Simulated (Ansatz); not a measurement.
**In2STe monolayer in a perpendicular field**

Wanted: the out-of-plane response of the In2STe monolayer. A positive field points along +c.

Program: Ansatz 0.2.0. Level of theory: plane-wave DFT, PBE-D3(BJ), Ansatz PAW (set soft_1); PAW set soft_1. Results are calculated unless marked as measured.

Most raw output is cut from this account.

## 1. The starting structure

The cell holds 4 atoms: 1 Te, 2 In and 1 S. Its edges and angles: a = 4.157 Å, b = 4.157 Å, c = 41.038 Å, α = 90.0°, β = 90.0°, γ = 120.0°. Vacuum lies along c.

## 2. Relaxation

The starting cell is a guess, so the in-plane lattice and the atoms are relaxed first, with the slab cut off from its images along the normal.

The input, input.yaml:

```yaml
crystal:
  lattice:
    - [4.1574, 0.0, 0.0]
    - [-2.0787, 3.6004140137, 0.0]
    - [0.0, 0.0, 41.0382444636]
  atoms:
    - { symbol: Te, position: [0.3333333333, 0.6666666667, 0.4386152535] }
    - { symbol: In, position: [0.0, 0.0, 0.4751468229] }
    - { symbol: In, position: [0.0, 0.0, 0.5443505629] }
    - { symbol: S, position: [0.3333333333, 0.6666666667, 0.5613847465] }
  periodic: [true, true, false]
kpoints:
  mp_grid: { grid: [12, 12, 1] }
hamiltonian:
  xc: pbe
  dispersion: d3bj
  pseudopotentials: { kind: paw, azcp: { folder: soft_1 } }
scf:
  occupations: { method: fermi_dirac, width: 0.05 }
  convergence: { dr2_threshold: 1.0e-09 }
relax:
  f_tol: 0.004
  max_steps: 90
  cell: {}
output:
  write_potential: true
  write_density: true
  volumetric_format: npy
```

Command:

```bash
$ ansatz run input.yaml --threads 2 --pin off --max-ram 3072MiB --backend cpu --events-out ev --progress --plain --runs-dir out
```

Wall time 2.2 min (2 threads of Arm Neoverse V1, shared host); peak memory 0.85 GiB; 4.4 min of CPU time.

The steps of the relaxation:

```tsv
step	energy less that of the first step (eV)	largest force component (eV/Å)	volume (Å³)
1	0.0000	1.2856	614.28
2	-0.2000	0.3490	615.26
3	-0.2165	0.1515	605.51
4	-0.2216	0.0380	602.30
5	-0.2229	0.0240	597.26
6	-0.2230	0.0006	597.13
7*	-0.2225	0.0005	597.13
```

Relaxation steps marked * repeat the geometry before them on a plane-wave basis chosen anew for their cell, so energy and pressure can jump there.

Forces are held to the 6 operations that the run works with; a distortion that breaks them can't arise in this run.

```tsv
cell as run	before	after	change
a (Å)	4.157	4.099	-1.4 %
b (Å)	4.157	4.099	-1.4 %
```

The atoms that moved most (Å, along periodic axes as changes of fractional coordinates times the final cell, across vacuum about the mean position):

```tsv
atom	dx	dy	dz	length
S4	0.000	0.000	0.253	0.253
In3	0.000	0.000	-0.108	0.108
Te1	0.000	0.000	-0.083	0.083
In2	0.000	0.000	-0.062	0.062
```

The relaxed structure:

```xyz
4
Lattice="4.0990 0.0000 0.0000 -2.0495 3.5498 0.0000 0.0000 0.0000 41.0382" Properties=species:S:1:pos:R:3
Te    0.0000    2.3665   17.9170
In    0.0000    0.0000   19.4371
In    0.0000    0.0000   22.2310
S     0.0000    2.3665   23.2915
```

The lattice constant a goes from 4.157 to 4.099 Å.

## 3. Atoms held, field 0

A sawtooth potential applies the field, turning back in the middle of the vacuum. With the dipole correction the typed value is the field outside the slab. The induced dipole is small, so the SCF threshold is tight.

The cell differs from the one that the last finished run ended in (c 41.038 → 23.374 Å).

The input, input.yaml:

```yaml
crystal:
  lattice:
    - [4.0989689037, 0.0, 0.0]
    - [-2.0494844518, 3.5498111999, 0.0]
    - [0.0, 0.0, 23.374455095]
  atoms:
    - { symbol: Te, position: [0.3333333333, 0.6666666667, 0.3850357137] }
    - { symbol: In, position: [0.0, 0.0, 0.4500666936] }
    - { symbol: In, position: [0.0, 0.0, 0.569592597] }
    - { symbol: S, position: [0.3333333333, 0.6666666667, 0.6149642863] }
kpoints:
  mp_grid: { grid: [12, 12, 1] }
  band_path:
    path: [[0, 0, 0], [0.5, 0, 0], [0.33333333, 0.33333333, 0], [0, 0, 0]]
    npoints: 16
hamiltonian:
  xc: pbe
  dispersion: d3bj
  pseudopotentials: { kind: paw, azcp: { folder: soft_1 } }
scf:
  occupations: { method: fermi_dirac, width: 0.02585 }
  convergence: { dr2_threshold: 1.0e-10 }
efield:
  axis: 3
  dipole_correction: true
  ramp_position: 0.97
  ramp_width: 0.06
  amplitude: 0
output:
  dos: { projected: true, e_range: [-6, 5] }
  write_potential: true
  write_density: true
  volumetric_format: npy
  elf: true
```

Run time: 22 s. Hardware: 2 threads; peak memory 0.65 GiB.

Numbers from this step:

* dipole along the normal: -0.04011 e·Å
* gap along the path: 0.8586 eV
* smallest direct gap along the path: 0.8586 eV
* step between the vacuum levels: 0.4988 eV
* ionisation energy, upper face: 5.578 eV
* electron affinity, upper face: 4.719 eV
* ionisation energy, lower face: 5.079 eV
* gap, the smaller of path and mesh: 0.8586 eV

Running mean over a fixed 2.8 Å (it still follows the layers) of the planar mean; the ramp of the sawtooth is left out. The electron's electrostatic potential energy less the Fermi level by z:

```tsv
z (Å)	electron's electrostatic potential energy less the Fermi level (eV)
3.0	4.64
3.5	4.64
4.0	4.64
4.5	4.64
5.0	4.64
5.5	4.62
6.0	4.57
6.5	4.35
7.0	3.50
7.5	1.95
8.0	0.290
8.5	-1.64
9.0	-3.52
9.5	-5.08
10.0	-5.13
10.5	-4.15
11.0	-2.87
11.5	-2.18
12.0	-2.13
12.5	-2.62
13.0	-3.83
13.5	-4.88
14.0	-4.65
14.5	-3.05
15.0	-0.877
15.5	1.52
16.0	3.51
16.5	4.72
17.0	5.05
17.5	5.12
18.0	5.13
18.5	5.14
19.0	5.14
19.5	5.14
20.0	5.14
```

The density of states has structure finer than the step of the table below, so its rows give means over 0.25 eV, whole bins alone (the curve runs from -6 to 2.41 eV). Peaks (eV: height): -3.520: 7.01, -3.130: 7.08, -2.530: 9.81, -1.890: 6.80, -1.090: 5.46, 1.770: 4.91, 1.910: 6.80.

Density of states against energy, zero at the Fermi level of the run, which the smearing sets inside the gap; means over each step:

```tsv
energy (eV)	density of states (states/eV a cell)
-5.75	0.253
-5.50	2.42
-5.25	1.22
-5.00	0.876
-4.75	0.740
-4.50	0.643
-4.25	0.767
-4.00	1.50
-3.75	1.18
-3.50	3.68
-3.25	4.08
-3.00	3.37
-2.75	3.20
-2.50	5.41
-2.25	2.86
-2.00	2.62
-1.75	3.71
-1.50	2.52
-1.25	2.49
-1.00	2.62
-0.75	0.706
-0.50	0.304
-0.25	0
0.00	0
0.25	0
0.50	0.0760
0.75	0.226
1.00	0.868
1.25	2.02
1.50	3.45
1.75	3.18
2.00	3.50
2.25	1.13
```

Projected DOS per atom over height of the atomic layer and energy from the Fermi level. Layers: Te In In S from below.

Ten even steps from '_' (0.00 states/eV) to '@' (2.34 states/eV), each cell a mean:
```
__....__
--==--::
::--==::
__..::..
________
________
________
________
::______
++::..--
**::....
**::....
##::__##
==....%%
--::::@@
::::::++
____..--
______..
________
....____
----....
__..____
```
Columns: height of the atomic layer (Å) from 9 to 14.4 (not evenly spaced); rows upwards: energy from the Fermi level (eV) from -5.96 to 2.41.

The electronic bands at the labelled points (eV, zero at the Fermi level of the run, which the smearing sets inside the gap):

```tsv
point	band 21	band 22	band 23	band 24	band 25	band 26	band 27	band 28
Γ	-2.22	-1.11	-0.44	-0.44	0.42	2.34	3.74	3.74
halfway	-2.67	-2.55	-1.15	-1.07	1.45	1.96	3.50	3.99
M	-3.06	-2.42	-1.89	-1.68	0.97	1.53	2.95	3.47
halfway	-3.12	-2.70	-2.17	-1.90	1.41	1.95	3.19	3.57
K	-3.51	-2.69	-2.09	-2.08	1.50	1.90	3.14	3.98
halfway	-3.04	-2.52	-1.84	-1.10	1.82	2.29	3.31	3.76
Γ	-2.22	-1.11	-0.44	-0.44	0.42	2.34	3.74	3.74
```

Electrostatic potential energy in the ca plane at fractional y = 0.667, with atoms of Te and S within 0.2 Å of it. With pseudopotentials it is smooth inside the atoms' cores, unlike the true potential.

Values in eV, 6 rows by 16 columns, each cell a mean:
```
  4   4   4   4   4   4   3   2  -2  -2   1  -3  -2   3   4   4
  4   4   4   4   4   4   3   1  -2  -2   1  -2  -1   3   4   4
  4   4   4   4   4   4  -3 -20  -5   1   2   1  -9  -4   4   5
  4   4   4   4   4   4 -15  -7 -16   2   3   1 -29 -22   4   5
  4   4   4   4   4   4 -13 -17 -14   2   3   1 -25 -18   4   5
  4   4   4   4   4   4   0 -11  -2   1   2   0  -3   0   4   5
```
Columns run along c (16.0 Å, from fractional 0.08 to 0.76 of the cell; values clipped at the 3rd and 97th percentile), rows up along a (4.1 Å). Atoms in or near the plane, at fractional coordinates: Te at (0.39, 0.33), S at (0.61, 0.33).

ELF in the ca plane at fractional y = 0.667, with atoms of Te and S within 0.2 Å of it. It is the smooth field of the valence electrons, not physical close to the nuclei.

Ten even steps from '0' (0.00) to '9' (0.92), each cell a mean:
```
00000123333322234432222221100000000000000000
00000000112222234432221100000000000000000000
00000112333222234432222221000000000000000000
00013566666532222222234565421000000000000000
00246776556653211112368888764200000000000000
01357875223564200002588779986310000000000000
01468863001454200003686128997420000000000000
02468862001454200003786028997420000000000000
01368874213564200002688679986410000000000000
00246876555653211012468888864210000000000000
00013567666532222222235666531000000000000000
```
Columns run along c (16.0 Å, from fractional 0.25 to 0.93 of the cell), rows up along a (4.1 Å). Atoms in or near the plane, at fractional coordinates: Te at (0.39, 0.33), S at (0.61, 0.33).

Valence density in the ca plane at fractional y = 0.667, with atoms of Te and S within 0.2 Å of it. It is the smooth field of the valence electrons, not physical close to the nuclei.

Values in units of 1e0 e/Å³, 6 rows by 16 columns, each cell a mean:
```
0.0 0.0 0.0 0.1 0.2 0.1 0.1 0.2 0.1 0.0 0.0 0.0 0.0 0.0 0.0 0.0
0.0 0.0 0.1 0.2 0.2 0.1 0.1 0.2 0.1 0.0 0.0 0.0 0.0 0.0 0.0 0.0
0.0 0.0 0.4 1.0 0.3 0.1 0.0 0.2 0.6 0.3 0.0 0.0 0.0 0.0 0.0 0.0
0.0 0.1 2.1 9.1 0.4 0.0 0.0 0.3 0.8 0.7 0.0 0.0 0.0 0.0 0.0 0.0
0.0 0.1 1.5 5.9 0.4 0.0 0.0 0.3 0.9 0.6 0.0 0.0 0.0 0.0 0.0 0.0
0.0 0.0 0.2 0.5 0.2 0.1 0.1 0.2 0.4 0.2 0.0 0.0 0.0 0.0 0.0 0.0
```
Columns run along c (16.0 Å, from fractional 0.25 to 0.93 of the cell), rows up along a (4.1 Å). Atoms in or near the plane, at fractional coordinates: Te at (0.39, 0.33), S at (0.61, 0.33).

The gap is 0.86 eV, with the valence edge 5.58 eV and the conduction edge 4.72 eV under the upper vacuum level. Spin-orbit coupling, left out in this run, matters for the bands of elements this heavy.

## 4. Single point, field 0.1 V/Å

Edit input.yaml of step 3 so:

```diff
@@ -25,7 +25,6 @@
   dipole_correction: true
-  ramp_position: 0.97
-  ramp_width: 0.06
-  amplitude: 0
+  ramp_position: 0.9465
+  ramp_width: 0.0928
+  amplitude: 0.1
 output:
-  dos: { projected: true, e_range: [-6, 5] }
   write_potential: true
@@ -33,2 +32 @@
   volumetric_format: npy
-  elf: true
```

The job ended after 22 s (2 threads; peak memory 0.58 GiB).

The dipole is 0.0192 e·Å, 0.0593 e·Å from its value without field, and the gap 0.879 eV.

## 5. Atoms held, field -0.1 V/Å

Edit input.yaml of step 4 so:

```diff
@@ -27,3 +27,3 @@
   ramp_width: 0.0928
-  amplitude: 0.1
+  amplitude: -0.1
 output:
```

Wall time 22 s (2 threads); peak memory 0.58 GiB.

The dipole is -0.0993 e·Å, -0.0592 e·Å from its value without field, and the gap 0.838 eV.

## 6. Response, atoms held

This step: plane-wave DFT, PBE-D3(BJ), Ansatz PAW (set soft_1); response to a field along the normal, atoms held; PAW set soft_1 (Ansatz 0.2.0).

The dipoles give the slope, and the difference of two potentials shows where the field is screened.

Numbers from this step:

```
equivalent conductor thickness p/(ε₀AE) : 7.368 Å
distance between the outer atoms        : 5.374 Å
```

The dipole of the cell by applied field:

```tsv
applied field (V/Å)	dipole of the cell (e·Å)
-0.1000	-0.0993
0.0000	-0.0401
0.1000	0.0192
```

Local field over the applied field, running mean. From the potentials at -0.1 and 0.1 V/Å; running mean over 2.5 Å. The local field over applied field by z:

z (Å), local field over applied field and a bar:
```
      4.5      0.997 ##############################
      5.0      0.992 ##############################
      5.5      0.979 #############################
      6.0      0.945 ############################
      6.5      0.871 ##########################
      7.0      0.741 ######################
      7.5      0.573 #################
      8.0      0.394 ###########
      8.5      0.226 ######
      9.0      0.099 ##
      9.5      0.042 
     10.0      0.039 
     10.5      0.050 
     11.0      0.065 #
     11.5      0.088 ##
     12.0      0.097 ##
     12.5      0.081 #
     13.0      0.074 #
     13.5      0.090 ##
     14.0      0.133 ###
     14.5      0.232 ######
     15.0      0.389 ###########
     15.5      0.563 ################
     16.0      0.729 ######################
     16.5      0.864 ##########################
     17.0      0.943 ############################
     17.5      0.979 #############################
     18.0      0.993 ##############################
     18.5      0.998 ##############################
     19.0      0.999 ##############################
```

Electrons, planar mean, per unit field. Table of induced electron density by z:

z (Å), induced electron density (e/Å³ per V/Å) and a bar from the least value:
```
     4.09    0.00000 ###############
     4.53    0.00001 ###############
     4.97    0.00003 ###############
     5.26    0.00006 ###############
     5.70    0.00015 ###############
     6.14    0.00035 ################
     6.57    0.00078 ##################
     7.01    0.00161 ######################
     7.30    0.00241 ##########################
     7.74    0.00341 ##############################
     8.18    0.00259 ##########################
     8.62    0.00113 ####################
     9.06    0.00073 ##################
     9.50    0.00026 ################
     9.79   -0.00001 ###############
    10.23   -0.00071 ############
    10.66   -0.00104 ##########
    11.10    0.00012 ###############
    11.54    0.00068 ##################
    11.83    0.00019 ################
    12.27   -0.00064 ############
    12.71   -0.00011 ##############
    13.15    0.00097 ###################
    13.59    0.00020 ################
    13.88   -0.00063 ############
    14.32   -0.00101 ##########
    14.76   -0.00181 #######
    15.19   -0.00332 
    15.63   -0.00283 ##
    16.07   -0.00156 ########
    16.36   -0.00094 ###########
    16.80   -0.00041 #############
    17.24   -0.00017 ##############
    17.68   -0.00006 ###############
    18.12   -0.00002 ###############
    18.41   -0.00001 ###############
    18.85    0.00000 ###############
    19.28    0.00000 ###############
```

The smaller of the gaps on the path and on the k-mesh, counted as 0 under 0.03 eV. Table of gap by applied field:

```tsv
applied field (V/Å)	gap (eV)
-0.1000	0.838
0.0000	0.859
0.1000	0.879
```

By hand: between -0.1 and 0.1 V/Å the dipole changes by 0.1185 e·Å, a slope of 0.5925 e·Å²/V. A perfect conductor of thickness t has p = ε₀AEt, so t = 180.95 × 0.5925 / 14.551 = 7.37 Å (e/ε₀ = 180.95 V·Å, A in Å²).

The induced dipole is that of a conductor 7.37 Å thick.

## 7. What came out

```
gap without field                          : 0.859 eV
ionisation energy, upper face              : 5.58 eV
electron affinity, upper face              : 4.72 eV
step between the vacuum levels             : 0.499 eV
equivalent conductor thickness, atoms held : 7.37 Å
```

In words: The induced dipole equals that of a perfect conductor 7.37 Å thick, while the outer atoms lie 5.37 Å apart; an out-of-plane ε follows only once a thickness t is chosen, by 1 − 1/ε = 7.37 Å / t. The two faces differ: the vacuum level above lies 0.50 eV higher than the one below. The gap goes from 0.86 eV to 0.84 eV at -0.1 V/Å. Semilocal functionals give gaps that are too small, and excitons are not included. Spin-orbit coupling is left out, which matters for the bands of elements this heavy.

[Logs are printed without paths, hosts, clocks, repeated set-up lines and the standing remarks that a program may print on its own settings, such as how far it seeks lower states.]

[Hosts, paths, dates, database ids (printed as entryN), source tags and the programs' standing remarks are cut or masked in the printed files.]

[Maps of the electrostatic potential energy from Ansatz leave out the sawtooth potential of an applied field or a dipole correction, so their vacuum need not be flat; planar profiles and work functions include it.]

[The density of states shown here was stored with 400 of the rows of the run's finer table, so its peaks can read low, often by over a quarter, or be missed, and its means over a window can be off by a tenth or more.]
